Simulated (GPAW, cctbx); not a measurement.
## Bonding in MnCoS3 as X-rays see it

Question: by how much does bonding change the X-ray structure factors of MnCoS3, how firmly does DFT give the change, and what does a routine refinement make of it?

The cell comes from substitution in a known structure type and wasn't matched to any measured phase. All numbers below are calculated.

**1. Find the equilibrium geometry**

The density hangs on the geometry, so cell and atoms are relaxed first, with the symmetry held. The cutoff is set higher than for the density because stress converges slowly with plane waves.

Settings: GPAW 26.7.0, PBE, 570 eV, 3×3×3 k-points, Fermi–Dirac width 0.05 eV, spin-polarised, BFGS to 0.03 eV/Å.

```text
cell
1.0
    -3.058000000    5.296611369    0.000000000
    -6.116000000    0.000000000    0.000000000
    -3.058000000    1.765537123    5.672666667
Co Mn S
2 2 6
Direct
0.357366670 0.357366670 0.927899990
0.642633330 0.642633330 0.072100010
0.162033337 0.162033337 0.513899989
0.837966663 0.837966663 0.486100011
0.568200000 0.219500010 0.264599990
0.947700000 0.568200000 0.264599990
0.219500010 0.947700000 0.264599990
0.052300000 0.431800000 0.735400010
0.431800000 0.780499990 0.735400010
0.780499990 0.052300000 0.735400010
```

```console
$ OMP_NUM_THREADS=1 mpirun -n 4 gpaw python run.py > gpaw.log
```

```text
BFGS:    0      -62.641478        0.988428
BFGS:    1      -62.750846        1.028815
BFGS:    2      -63.838173        1.302228
BFGS:    3      -64.376388        1.280444
...
BFGS:   22      -65.422305        0.043193
BFGS:   23      -65.423050        0.039022
BFGS:   24      -65.423870        0.016786
cell  5.7431 5.7431 6.1275  62.05 62.05 60.00
volume 147.190 A^3, largest force 0.018 eV/A, largest stress 0.10 GPa
```

The cell moved far, while the k-mesh and basis were chosen for the start, so the final shape may be somewhat biased.

After 24 steps the volume has changed by -19.9 % and the energy by -2.782 eV; the largest stress left is 0.10 GPa. It took 17 min on 4 cores of Arm Neoverse V1 (shared host), peak memory 1.9 GiB.

Relaxed structure: R-3 (no. 148), a = 5.7431 Å, b = 5.7431 Å, c = 15.4587 Å, α = 90.00°, β = 90.00°, γ = 120.00°.

| atom | mult. | x | y | z |
| --- | --- | --- | --- | --- |
| Co1 | 6 | 1/3 | 2/3 | 0.3210 |
| Mn1 | 6 | 2/3 | 1/3 | 0.1783 |
| S1 | 18 | 0.6614 | 0.6427 | 0.0815 |

**2. Density and charge transfer**

X-rays see the whole electron density, so the PAW density is rebuilt with its core regions. Subtracting spherical free atoms from the same code cancels the cores and leaves the deformation density Δρ, the part due to bonding.

Settings: PBE, 450 eV, 4×4×4 k-points, Fermi–Dirac width 0.05 eV, spin-polarised; primitive cell of 10 atoms.

```console
$ OMP_NUM_THREADS=1 mpirun -n 4 gpaw python run.py > gpaw.log
```

```text
|iter:   1|       0s |  -63.931228 | +0.52 |       | +12.0094|
|iter:   2|       3s |  -63.721852 | -0.75 | -0.92 | +11.7711|
|iter:   3|       7s |  -63.926024 | -1.72 | -1.00 | +11.0228|
...
|iter:  15|      49s |  -65.027426c| -6.35 | -3.95 |  +4.0203|
|iter:  16|      52s |  -65.027434c| -7.25 | -4.03c|  +4.0168|
|iter:  17|      56s |  -65.027440c| -7.90c| -4.34c|  +4.0143|
```

```text
grid (60, 60, 60)  electrons 200.000  moved by bonding 2.555 e
deformation density beyond 0.5 A of the nuclei: max 0.623, min -0.871 e/A^3
atom        x       y       z   Voronoi charge  moment
Co1    0.3457  0.3457  0.9630     -0.113      -0.24
Co2    0.6543  0.6543  0.0370     -0.113      -0.24
Mn3    0.1551  0.1551  0.5348     -0.005       2.19
Mn4    0.8449  0.8449  0.4652     -0.005       2.19
S 5    0.5611  0.2571  0.2447      0.039      -0.01
S 6    0.9372  0.5611  0.2447      0.039      -0.01
S 7    0.2571  0.9372  0.2447      0.039      -0.01
S 8    0.0628  0.4389  0.7553      0.039      -0.01
S 9    0.4389  0.7429  0.7553      0.039      -0.01
S 10   0.7429  0.0628  0.7553      0.039      -0.01
mean inner potential of superposed free atoms 19.041 V
total magnetic moment 4.014 muB
```

Deformation density in a plane through the shortest contact of the Co atom at the origin, in 0.01 e/Å³ (clipped at ±99); x from -1.6 to 3.8 Å, y from 2.4 down to -2.4 Å:

```text
  3   6  -1   .   .  -1   2   0  -1  -1  -1   0   2   3  -1  -1
  4   6  -4   .   .  -7  -4  -2  -2  -2  -2  -1   0  -1 -19 -16
  1   0  -3   1   9   4  -1  -2  -2  -2  -1   0   0  -1  13   .
 -1  -2   0   8  12   7   1  -1  -1  -2   0   4   6  -1  -7  15
 -1  -1   0   3  -6  -2   2   1   2   0   0   7  12   8   1  -1
  1   3   1  13   .  11   0   3   9   4  -4   .   4   4   1  -1
  7   8  -4 -73   .   . -50   3  13   7   .   . -10  -4  -2  -2
  5   7   0   3   . -37   8   4   6  -1  -8   .  -1  -1  -2  -2
 -1   1  -1   1  -5  -7   1   0   0  -3  -4   2   3   1  -1  -2
 -3  -2  -2   1   6   8   4   1  -1  -2  -2   0   1   0  -1  -1
 -3  -3  -3  -4   2   7   4   0  -1  -2  -2  -1  -1  -1  -1   0
 -2  -2  -4 -10   .   .  -3  -2  -1  -1  -1  -1  -1  -1  -1  -1
 -2  -1   0  -1   .   .  -5  -1  -1  -1  -1  -1  -1  -1  -1  -3
```

Atoms in or within 0.15 Å of the plane: Co (0.0, 0.0), S (2.2, 0.0), S (-0.3, 2.2) Å. Dots mark points within about 0.45 Å of a nucleus; large values next to them are atomic features.

Co gains most (-0.11 e) and S loses most (+0.04 e), which isn't the order of electronegativity: valence and coordination count too, and Voronoi cells cut space at the midplane whatever the atoms' sizes. Such charges fall far short of formal ones, since overlapping free atoms already put density on their neighbours. Along the shortest contact from the Co atom at the map's origin, Co–S at 2.23 Å, Δρ is +0.09 e/Å³ at the midpoint and highest, +0.13, 1.37 Å from Co (points within 0.5 Å of a nucleus left out): a bond charge, the mark of covalency, pulled towards S. At the midpoints of other shortest contacts it is +0.10 (Mn–S, 2.30 Å), -0.02 (Co–Mn, 2.95 Å), -0.01 (S–S, 3.07 Å) and -0.01 (Mn–Mn, 3.33 Å) e/Å³. Point values carry grid noise of about 0.01 e/Å³. The cell's moment is 4.01 μB; the largest inside an atomic sphere is 2.19 μB. The run needed 17 iterations, 71 s.

**3. Structure factors**

The Fourier components of Δρ, added to those of the free atoms, give the static X-ray structure factors; the Mott–Bethe relation turns them into the Fourier components V of the potential that fast electrons feel.

```text
static structure factors of the conventional cell: F in electrons, V (Mott-Bethe) in volts
   h  k  l      d  |F| table  |F| free   |F| DFT   change   |V| free  |V| DFT  change %
   0  0  3  5.1529    20.658    20.634    20.745    0.111     0.070    0.039    -43.9
   0  1 -1  4.7346    11.846    11.839    11.960    0.121     0.040    0.012    -69.9
   0  1  2  4.1826   119.971   120.065   121.013    0.948     3.045    2.873     -5.7
   0  1 -4  3.0517   170.625   170.292   171.591    1.299     3.482    3.356     -3.6
   1  1  0  2.8716   147.075   146.321   147.376    1.055     2.101    2.011     -4.3
   0  1  5  2.6258     3.168     3.159     3.219    0.060     0.126    0.122     -3.4
   0  0  6  2.5764    16.286    15.113    15.043   -0.070     1.503    1.498     -0.3
   1  1 -3  2.5084   178.662   178.965   180.468    1.502     4.716    4.618     -2.1
   1  1  3  2.5084   161.690   161.999   162.550    0.551     4.979    4.943     -0.7
   0  2  1  2.4553     0.336     0.357     0.062   -0.295     0.227    0.245      8.1
   0  2 -2  2.3673    58.274    57.818    57.826    0.008     0.864    0.864     -0.1
   0  2  4  2.0913   190.663   189.790   190.211    0.420     3.614    3.595     -0.5
   0  1 -7  2.0184     8.388     8.268     8.700    0.432     0.064    0.082     28.5
   0  2 -5  1.9378     4.500     4.504     4.568    0.064     0.088    0.086     -2.8
```

The largest X-ray change is +1.50 e on 1 1 -3, 0.8 % of |F|. For electrons V goes as (Z − F)/g², and among components above 0.1 V the largest relative change is this: |V| of 021 moves by +8.1 % (0.23 to 0.24 V) against -82.6 % in |F|. The tabulated Hartree–Fock atoms differ from the free DFT atoms by up to 1.17 e, so the choice of reference atom matters too.

**4. Which functional?**

The same geometry is run with other functionals, to see whether the bonding signal is larger than the spread between approximations. Free atoms are LDA for LDA and PBE otherwise. Any other changed setting is in the row's label.

```
 run  ΔF 1 1 -3 (e)  ΔF 0 1 -4 (e)  ΔF 110 (e)  q(Co) (e)  moved (e)  time
 PBE         +1.502         +1.299      +1.055     -0.113      2.555  71 s
 LDA         +1.296         +1.386      +1.264     -0.132      2.466  66 s
RPBE         +1.557         +1.288      +0.998     -0.103      2.603  70 s
```

At the base's settings ΔF(1 1 -3) spans +1.296 to +1.557 e, a spread of 17 % of the PBE value; over the three listed reflections the spread is at most 25 %, so the sign holds and the size hangs on the functional. Times are from shared hosts.

**5. Refining ordinary atoms against data with bonding**

Routine crystallography fits spherical atoms. To see the bias, intensities are simulated from tabulated atoms plus the DFT change ΔF, so that bonding alone can misfit (9618 reflections of the full sphere, merged to the counts below, to 0.4 Å, 0.5 % proportional noise plus counting noise, assumed isotropic U as listed, Δρ smeared by the mean U) and refined with cctbx over different ranges.

```csv
range,data,R1,GooF,U Co1 (true 0.0033),U Mn1 (true 0.0034),U S1 (true 0.0039),largest shift (Å),"Δρ max, min (e/Å³)"
all data,1611,0.0095,1.33,0.0033,0.0034,0.0039,0.0001,"1.12, -1.24"
"low resolution, d > 0.84",173,0.0057,1.56,0.0034,0.0035,0.0039,0.0003,"0.15, -0.12"
"high order, d < 0.75",1363,0.0108,1.29,0.0033,0.0034,0.0039,0.0002,"0.99, -1.20"
"occupancies free, d > 0.7",305,0.0065,1.59,0.0034,0.0035,0.0039,0.0004,"0.22, -0.24"
```

With all data GooF is 1.33, so the misfit of spherical atoms stands above the noise; the top residual peak lies 0.43 Å from Co and 2.06 Å from S. No U is off by more than 3 s.u. at low resolution. With Co1 held at 1 and the scale free, the other occupancies refine to Mn1 0.998(0.002) and S1 0.998(0.002), within three s.u. of full.

**6. Answer**

Bonding moves 2.56 e in the primitive cell of MnCoS3 and changes the structure factors of the conventional cell in the table above by at most 1.50 e (1 1 -3, 0.8 %), and among reflections above 2 % of the strongest by up to 5.2 % (0 1 -7). The shortest bond, Co–S, has Δρ = +0.09 e/Å³ at its midpoint, a covalent bond charge. At the base's settings ΔF(1 1 -3) spans +1.296 to +1.557 e, a spread of 17 % of the PBE value; over the three listed reflections the spread is at most 25 %, so the sign holds and the size hangs on the functional. With all data GooF is 1.33, so the misfit of spherical atoms stands above the noise. Limits: static density, frozen cores, no spin–orbit coupling; a ferromagnetic start is the only order tried, and the real ground state may be antiferromagnetic or insulating; no Hubbard U on Co and Mn.

[Outputs are excerpts: Python notices, other lines and further rows are left out; steps that failed or that the build refused (PBEsol, TPSS) are not shown.]

[Logs are printed without paths, hosts, clocks, repeated set-up lines and the standing remarks that a program may print on its own settings, such as how far it seeks lower states.]
